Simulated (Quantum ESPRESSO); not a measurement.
# CaO (Fm-3m): phonons against volume, part 5 of 9

Which modes of CaO drive its thermal expansion?

Experimental results on record:
- heat capacity C_P per formula unit 42.2 J/mol/K and bulk modulus 113 GPa near room temperature (given in “High-Throughput Prediction of Finite-Temperature Properties using the Quasi-Harmonic Approximation”, 2016, arXiv:1603.06924)

Quantum ESPRESSO 7.5; DFT LDA, scalar-relativistic, plane waves, GBRV ultrasoft pseudopotentials.

So far. Step 4 (Self-consistent run): On a basis chosen for the relaxed cell the pressure is 0.049 GPa, small enough for phonons. Step 5 (Zone-centre response): The Born charges sum to zero within 1.0e-3 e; the rest is removed before use. Acoustic frequencies in this log differ from zero by the error of the sum rule, which ph.x does not impose.

## (6) Forces on a displaced cell

One atom (for the harmonic constants) or a pair of atoms (for the cubic ones) is moved by a few hundredths of an ångström; the forces on all atoms give a column of force constants. The threshold is tight because the forces are small.

System of this step: CaO. It takes space group Imm2 (No. 44, orthorhombic). Conventional cell: a = 6.660 Å, b = 9.418 Å, c = 6.660 Å, α = 90.00°, β = 90.00°, γ = 90.00°. Nearest to Ca lie 6 O at 2.34 to 2.37 Å. Ca has 6 O at 2.35 Å nearest. Nearest to Ca lie 6 O at 2.35 Å. Nearest to O lie 6 Ca at 2.35 Å. Farther neighbours and most contacts between anions are not listed.

File disp-00001.in:

```
&control
   calculation = 'scf'
   prefix = 'x'
   outdir = './tmp'
   pseudo_dir = './pseudo'
   tprnfor = .true.
   disk_io = 'none'
/
&system
   ibrav = 0
   nat = 16
   ntyp = 2
   ecutwfc = 45.0
   ecutrho = 270.0
   occupations = 'fixed'
   nbnd = 66
/
&electrons
   conv_thr = 1.0d-11
   mixing_beta = 0.7
   electron_maxstep = 100
/
ATOMIC_SPECIES
 Ca     40.0780  Ca.upf
 O      15.9990  O.upf
CELL_PARAMETERS angstrom
     0.000000000    4.709059378    4.709059378
     4.709059378    0.000000000    4.709059378
     4.709059378    4.709059378    0.000000000
ATOMIC_POSITIONS crystal
 Ca     0.003003176   0.000000000   0.000000000
 Ca     0.500000000   0.000000000   0.000000000
 Ca     0.000000000   0.500000000   0.000000000
 Ca     0.500000000   0.500000000   0.000000000
 Ca     0.000000000   0.000000000   0.500000000
 Ca     0.500000000   0.000000000   0.500000000
 Ca     0.000000000   0.500000000   0.500000000
 Ca     0.500000000   0.500000000   0.500000000
 O      0.250000000   0.250000000   0.250000000
 O      0.750000000   0.250000000   0.250000000
 O      0.250000000   0.750000000   0.250000000
 O      0.750000000   0.750000000   0.250000000
 O      0.250000000   0.250000000   0.750000000
 O      0.750000000   0.250000000   0.750000000
 O      0.250000000   0.750000000   0.750000000
 O      0.750000000   0.750000000   0.750000000
K_POINTS automatic
 3 3 3 0 0 0
```

Launch:

```console
$ OMP_NUM_THREADS=1 mpirun -n 4 pw.x -nk 4 -in disp-00001.in > disp-00001.out
```

What it wrote:

```text
[banner, memory and clock lines left out]
Program PWSCF v.7.5

     Message from routine setup:
     using ibrav=0 with symmetry is DISCOURAGED, use correct ibrav instead

     G-vector sticks info

     bravais-lattice index     =            0
     lattice parameter (alat)  =      12.5848  a.u.
     unit-cell volume          =    1409.3832 (a.u.)^3
     number of atoms/cell      =           16
     number of atomic types    =            2
     number of electrons       =       128.00
     number of Kohn-Sham states=           66
     kinetic-energy cutoff     =      45.0000  Ry
     charge density cutoff     =     270.0000  Ry
     scf convergence threshold =      1.0E-11
     mixing beta               =       0.7000
     number of iterations used =            8  plain     mixing
     Exchange-correlation= SLA  PZ   NOGX NOGC
                           (   1   1   0   0   0   0   0)

     celldm(1)=  12.584850  celldm(2)=   0.000000  celldm(3)=   0.000000
     celldm(4)=   0.000000  celldm(5)=   0.000000  celldm(6)=   0.000000

     crystal axes: (cart. coord. in units of alat)
               a(1) = (   0.000000   0.707107   0.707107 )
               a(2) = (   0.707107   0.000000   0.707107 )
               a(3) = (   0.707107   0.707107   0.000000 )

     reciprocal axes: (cart. coord. in units 2 pi/alat)
               b(1) = ( -0.707107  0.707107  0.707107 )
               b(2) = (  0.707107 -0.707107  0.707107 )
               b(3) = (  0.707107  0.707107 -0.707107 )

     PseudoPot. # 1 for Ca read from file:
     ./pseudo/Ca.upf
     Pseudo is Ultrasoft + core correction, Zval = 10.0
     Using radial grid of  845 points,  6 beta functions with:
                l(1) =   0
                l(2) =   0
                l(3) =   1
                l(4) =   1
                l(5) =   2
                l(6) =   2
     Q(r) pseudized with  8 coefficients,  rinner =    1.500   1.500   1.500
                                                       1.500   1.500

     PseudoPot. # 2 for O  read from file:
     ./pseudo/O.upf
     Pseudo is Ultrasoft + core correction, Zval =  6.0
     Using radial grid of  737 points,  5 beta functions with:
                l(1) =   0
                l(2) =   0
                l(3) =   1
                l(4) =   1
                l(5) =   2
     Q(r) pseudized with  8 coefficients,  rinner =    0.900   0.900   0.900
                                                       0.900   0.900

     atomic species   valence    mass     pseudopotential
     Ca               10.00    40.07800     Ca( 1.00)
     O                 6.00    15.99900     O ( 1.00)

      4 Sym. Ops. (no inversion) found

   Cartesian axes

     site n.     atom                  positions (alat units)
         1        Ca     tau(   1) = (   0.0000000   0.0021236   0.0021236  )
         2        Ca     tau(   2) = (   0.0000000   0.3535534   0.3535534  )
         3        Ca     tau(   3) = (   0.3535534   0.0000000   0.3535534  )
         4        Ca     tau(   4) = (   0.3535534   0.3535534   0.7071068  )
         5        Ca     tau(   5) = (   0.3535534   0.3535534   0.0000000  )
         6        Ca     tau(   6) = (   0.3535534   0.7071068   0.3535534  )
         7        Ca     tau(   7) = (   0.7071068   0.3535534   0.3535534  )
         8        Ca     tau(   8) = (   0.7071068   0.7071068   0.7071068  )
         9        O      tau(   9) = (   0.3535534   0.3535534   0.3535534  )
        10        O      tau(  10) = (   0.3535534   0.7071068   0.7071068  )
        11        O      tau(  11) = (   0.7071068   0.3535534   0.7071068  )
        12        O      tau(  12) = (   0.7071068   0.7071068   1.0606602  )
        13        O      tau(  13) = (   0.7071068   0.7071068   0.3535534  )
        14        O      tau(  14) = (   0.7071068   1.0606602   0.7071068  )
        15        O      tau(  15) = (   1.0606602   0.7071068   0.7071068  )
        16        O      tau(  16) = (   1.0606602   1.0606602   1.0606602  )

     number of k points=     8
                       cart. coord. in units 2pi/alat
        k(    1) = (   0.0000000   0.0000000   0.0000000), wk =   0.0740741
        k(    2) = (   0.2357023   0.2357023  -0.2357023), wk =   0.2962963
        k(    3) = (   0.4714045   0.0000000  -0.0000000), wk =   0.1481481
        k(    4) = (  -0.0000000  -0.4714045   0.4714045), wk =   0.1481481
        k(    5) = (   0.2357023   0.2357023   0.2357023), wk =   0.2962963
        k(    6) = (  -0.0000000   0.4714045   0.0000000), wk =   0.2962963
        k(    7) = (  -0.4714045  -0.0000000  -0.4714045), wk =   0.5925926
        k(    8) = (   0.0000000   0.4714045   0.4714045), wk =   0.1481481

     Dense  grid:   105395 G-vectors     FFT dimensions: (  72,  72,  72)

     Smooth grid:    57439 G-vectors     FFT dimensions: (  54,  54,  54)

     Check: negative core charge=   -0.000003

     Initial potential from superposition of free atoms

     starting charge     127.9622, renormalised to     128.0000
     Starting wfcs are  112 randomized atomic wfcs

     per-process dynamical memory:   107.1 Mb

     Self-consistent Calculation

     iteration #  1     ecut=    45.00 Ry     beta= 0.70
     Davidson diagonalization with overlap
     ethr =  1.00E-02,  avg # of iterations =  2.0

     total energy              =    -858.18151334 Ry
     estimated scf accuracy    <       3.72109802 Ry

     iteration #  2     ecut=    45.00 Ry     beta= 0.70
     Davidson diagonalization with overlap
     ethr =  2.91E-03,  avg # of iterations =  4.0

     total energy              =    -858.13628665 Ry
     estimated scf accuracy    <      10.42432885 Ry

     iteration #  3     ecut=    45.00 Ry     beta= 0.70
     Davidson diagonalization with overlap
     ethr =  2.91E-03,  avg # of iterations =  3.9

     total energy              =    -860.08914938 Ry
     estimated scf accuracy    <       0.04102133 Ry

     iteration #  4     ecut=    45.00 Ry     beta= 0.70
     Davidson diagonalization with overlap
     ethr =  3.20E-05,  avg # of iterations =  4.4

     total energy              =    -860.09670389 Ry
     estimated scf accuracy    <       0.01970383 Ry

     iteration #  5     ecut=    45.00 Ry     beta= 0.70
     Davidson diagonalization with overlap
     ethr =  1.54E-05,  avg # of iterations =  2.4

     total energy              =    -860.09954858 Ry
     estimated scf accuracy    <       0.00041057 Ry

     iteration #  6     ecut=    45.00 Ry     beta= 0.70
     Davidson diagonalization with overlap
     ethr =  3.21E-07,  avg # of iterations =  9.6

     total energy              =    -860.09975238 Ry
     estimated scf accuracy    <       0.00010942 Ry

     iteration #  7     ecut=    45.00 Ry     beta= 0.70
     Davidson diagonalization with overlap
     ethr =  8.55E-08,  avg # of iterations =  3.0

     total energy              =    -860.09976404 Ry
     estimated scf accuracy    <       0.00001322 Ry

     iteration #  8     ecut=    45.00 Ry     beta= 0.70
     Davidson diagonalization with overlap
     ethr =  1.03E-08,  avg # of iterations =  3.6

     total energy              =    -860.09976703 Ry
     estimated scf accuracy    <       0.00000158 Ry

     iteration #  9     ecut=    45.00 Ry     beta= 0.70
     Davidson diagonalization with overlap
     ethr =  1.23E-09,  avg # of iterations =  4.0

     total energy              =    -860.09976726 Ry
     estimated scf accuracy    <       0.00000244 Ry

     iteration # 10     ecut=    45.00 Ry     beta= 0.70
     Davidson diagonalization with overlap
     ethr =  1.23E-09,  avg # of iterations =  2.0

     total energy              =    -860.09976706 Ry
     estimated scf accuracy    <       0.00000105 Ry

     iteration # 11     ecut=    45.00 Ry     beta= 0.70
     Davidson diagonalization with overlap
     ethr =  8.22E-10,  avg # of iterations =  2.0

     total energy              =    -860.09976711 Ry
     estimated scf accuracy    <       0.00000013 Ry

     iteration # 12     ecut=    45.00 Ry     beta= 0.70
     Davidson diagonalization with overlap
     ethr =  1.05E-10,  avg # of iterations =  3.8

     total energy              =    -860.09976716 Ry
     estimated scf accuracy    <       0.00000003 Ry

     iteration # 13     ecut=    45.00 Ry     beta= 0.70
     Davidson diagonalization with overlap
     ethr =  2.34E-11,  avg # of iterations =  2.0

     total energy              =    -860.09976716 Ry
     estimated scf accuracy    <          4.0E-09 Ry

     iteration # 14     ecut=    45.00 Ry     beta= 0.70
     Davidson diagonalization with overlap
     ethr =  3.10E-12,  avg # of iterations =  3.6

     total energy              =    -860.09976716 Ry
     estimated scf accuracy    <          3.5E-10 Ry

     iteration # 15     ecut=    45.00 Ry     beta= 0.70
     Davidson diagonalization with overlap
     ethr =  2.75E-13,  avg # of iterations =  3.0

     total energy              =    -860.09976716 Ry
     estimated scf accuracy    <          5.3E-11 Ry

     iteration # 16     ecut=    45.00 Ry     beta= 0.70
     Davidson diagonalization with overlap
     ethr =  1.00E-13,  avg # of iterations =  2.0

     End of self-consistent calculation

          k = 0.0000 0.0000 0.0000 (  7239 PWs)   bands (ev):

   -28.8123 -28.6675 -28.6674 -28.6674 -28.6672 -28.6248 -28.6247 -28.6245
   -11.2125 -11.2124 -11.2122 -11.2121 -10.5382 -10.5382 -10.5381 -10.0500
   -10.0500 -10.0499 -10.0499 -10.0498 -10.0498  -9.8202  -9.8202  -9.8202
    -9.8201  -9.8201  -9.8201  -9.8200  -9.8200  -9.7555  -9.7554  -9.7554
    -7.2114  -6.9700  -6.9697  -6.9697  -5.6914  -5.6913  -5.6912  -5.6910
     5.2295   5.2296   5.2297   5.2299   6.7305   6.7306   6.7314   6.7315
     6.7315   6.7319   6.7319   6.7319   6.8057   6.8064   6.8064   7.7204
     7.7204   7.7207   7.7207   7.7207   7.7208   8.0795   8.0795   8.0797
    11.5314  11.5315

          k = 0.2357 0.2357-0.2357 (  7210 PWs)   bands (ev):

   -28.7766 -28.7041 -28.6572 -28.6569 -28.6563 -28.6358 -28.6356 -28.6350
   -11.0104 -11.0096 -11.0091 -10.9283 -10.5992 -10.5983 -10.5975 -10.2339
   -10.1688 -10.1650 -10.1610  -9.9938  -9.9937  -9.9937  -9.9653  -9.9634
    -9.9611  -9.8789  -9.8788  -9.8788  -9.8042  -9.8042  -9.7718  -9.7718
    -6.7209  -6.5999  -6.5993  -6.5990  -5.9952  -5.9732  -5.9730  -5.9729
     5.7169   5.7176   5.7187   5.8013   6.5838   6.5840   6.5847   6.8025
     6.8044   6.8052   6.9670   6.9674   6.9677   7.0186   7.0192   7.1638
     7.1895   7.1916   7.1937   7.4603   7.4607   7.4612   7.6828   7.6829
    12.4653  12.4710

          k = 0.4714 0.0000-0.0000 (  7175 PWs)   bands (ev):

[...]
12.0629  13.0591

          k =-0.0000-0.4714 0.4714 (  7150 PWs)   bands (ev):

[...]
13.3388  13.3399

          k = 0.2357 0.2357 0.2357 (  7210 PWs)   bands (ev):

[...]
12.4665  12.4703

          k =-0.0000 0.4714 0.0000 (  7175 PWs)   bands (ev):

[...]
12.0627  13.0593

          k =-0.4714-0.0000-0.4714 (  7150 PWs)   bands (ev):

[...]
13.3326  13.3463

          k = 0.0000 0.4714 0.4714 (  7150 PWs)   bands (ev):

   -28.7289 -28.7054 -28.7053 -28.6581 -28.6581 -28.6347 -28.6343 -28.6338
   -10.7461 -10.7386 -10.7331 -10.7259 -10.6962 -10.6723 -10.6706 -10.5930
   -10.3108 -10.1831 -10.1829 -10.0895 -10.0895 -10.0080 -10.0078  -9.9277
    -9.9274  -9.9173  -9.9166  -9.8826  -9.8824  -9.8776  -9.8776  -9.7682
    -6.3127  -6.2960  -6.2919  -6.2702  -6.2642  -6.2439  -6.2436  -6.2372
     6.1216   6.1223   6.1302   6.1305   6.2261   6.2421   6.2433   6.3125
     6.9411   6.9427   6.9458   6.9948   6.9975   7.0148   7.0159   7.0217
     7.1371   7.2937   7.2940   7.3072   7.3079   7.4810   7.4829   7.5902
    13.3395  13.3397

     highest occupied, lowest unoccupied level (ev):     8.0797   11.5314

!    total energy              =    -860.09976716 Ry
     estimated scf accuracy    <          5.1E-12 Ry

     The total energy is the sum of the following terms:
     one-electron contribution =    -188.49384448 Ry
     hartree contribution      =     159.81335859 Ry
     xc contribution           =    -153.30460631 Ry
     ewald contribution        =    -678.11467495 Ry

     convergence has been achieved in  16 iterations

     Forces acting on atoms (cartesian axes, Ry/au):

     atom    1 type  1   force =    -0.00000000   -0.00529074   -0.00529074
     atom    2 type  1   force =    -0.00000000    0.00228163    0.00228163
     atom    3 type  1   force =     0.00150305   -0.00021981    0.00077795
     atom    4 type  1   force =    -0.00150305    0.00077795   -0.00021981
     atom    5 type  1   force =     0.00150305    0.00077795   -0.00021981
     atom    6 type  1   force =    -0.00150305   -0.00021981    0.00077795
     atom    7 type  1   force =    -0.00000000   -0.00072503   -0.00072503
     atom    8 type  1   force =     0.00000000    0.00064531    0.00064531
     atom    9 type  2   force =    -0.00000558   -0.00012025   -0.00012025
     atom   10 type  2   force =    -0.00000139    0.00033394    0.00033394
     atom   11 type  2   force =     0.00000000    0.00049908    0.00033431
     atom   12 type  2   force =     0.00000000    0.00033272    0.00037906
     atom   13 type  2   force =    -0.00000000    0.00033431    0.00049908
     atom   14 type  2   force =     0.00000000    0.00037906    0.00033272
     atom   15 type  2   force =     0.00000139    0.00033394    0.00033394
     atom   16 type  2   force =     0.00000558   -0.00012025   -0.00012025

     Total force =     0.009037     Total SCF correction =     0.000002
     Message from routine punch:
     Nothing written, as per user request (disk_io='none')
```

Wall time 46 s (4 MPI ranks of Arm Neoverse V2, shared host); 3.1 min of CPU time.

Force by atom:

```
atom  x (eV/Å)  y (eV/Å)  z (eV/Å)   size
 Ca1     0.000    -0.136    -0.136  0.192
 Ca2     0.000     0.059     0.059  0.083
 Ca3     0.039    -0.006     0.020  0.044
 Ca4    -0.039     0.020    -0.006  0.044
 Ca5     0.039     0.020    -0.006  0.044
 Ca6    -0.039    -0.006     0.020  0.044
 Ca7     0.000    -0.019    -0.019  0.026
 Ca8     0.000     0.017     0.017  0.023
  O9     0.000    -0.003    -0.003  0.004
 O10     0.000     0.009     0.009  0.012
 O11     0.000     0.013     0.009  0.015
 O12     0.000     0.009     0.010  0.013
 O13     0.000     0.009     0.013  0.015
 O14     0.000     0.010     0.009  0.013
 O15     0.000     0.009     0.009  0.012
 O16     0.000    -0.003    -0.003  0.004
```

At this level the gap is 3.45 eV on the k-mesh of the self-consistent run, which can miss the band edges.

## (7) A displaced supercell

One atom (for the harmonic constants) or a pair of atoms (for the cubic ones) is moved by a few hundredths of an ångström; the forces on all atoms give a column of force constants. The threshold is tight because the forces are small.

disp-00002.in, as its differences from disp-00001.in of step 6:

```diff
@@ -30,3 +30,3 @@
 ATOMIC_POSITIONS crystal
- Ca     0.003003176   0.000000000   0.000000000
+ Ca     0.000000000   0.000000000   0.000000000
  Ca     0.500000000   0.000000000   0.000000000
@@ -38,3 +38,3 @@
  Ca     0.500000000   0.500000000   0.500000000
- O      0.250000000   0.250000000   0.250000000
+ O      0.253003176   0.250000000   0.250000000
  O      0.750000000   0.250000000   0.250000000
```

Launch:

```console
$ OMP_NUM_THREADS=1 mpirun -n 4 pw.x -nk 4 -in disp-00002.in > disp-00002.out
```

What it wrote:

```text
[banner, memory and clock lines left out]
Program PWSCF v.7.5

     Message from routine setup:
     using ibrav=0 with symmetry is DISCOURAGED, use correct ibrav instead

     G-vector sticks info

     bravais-lattice index     =            0
     lattice parameter (alat)  =      12.5848  a.u.
     unit-cell volume          =    1409.3832 (a.u.)^3
     number of atoms/cell      =           16
     number of atomic types    =            2
     number of electrons       =       128.00
[...]
atom    1 type  1   force =     0.00000449   -0.00012014   -0.00012014
     atom    2 type  1   force =    -0.00000179    0.00033394    0.00033394
     atom    3 type  1   force =     0.00000000    0.00038201    0.00033378
[...]
atom   15 type  2   force =     0.00000000   -0.00034260   -0.00034260
     atom   16 type  2   force =    -0.00000000    0.00083479    0.00083479

     Total force =     0.006349     Total SCF correction =     0.000002
     Message from routine punch:
     Nothing written, as per user request (disk_io='none')
[key lines of the parts left out:]
!    total energy              =    -860.09980540 Ry
convergence has been achieved in  18 iterations
```

Wall time 50 s (4 MPI ranks); 3.3 min of CPU time.

[end of part 5 of 9]

[Logs are printed without paths, hosts, clocks, repeated set-up lines and the standing remarks that a program may print on its own settings, such as how far it seeks lower states.]

[Hosts, paths, dates, database ids (printed as entryN), source tags and the programs' standing remarks are cut or masked in the printed files.]

[A step with changed settings may run another functional than the one named; its input shows which.]

[Of the runs on displaced cells, only some may be shown.]
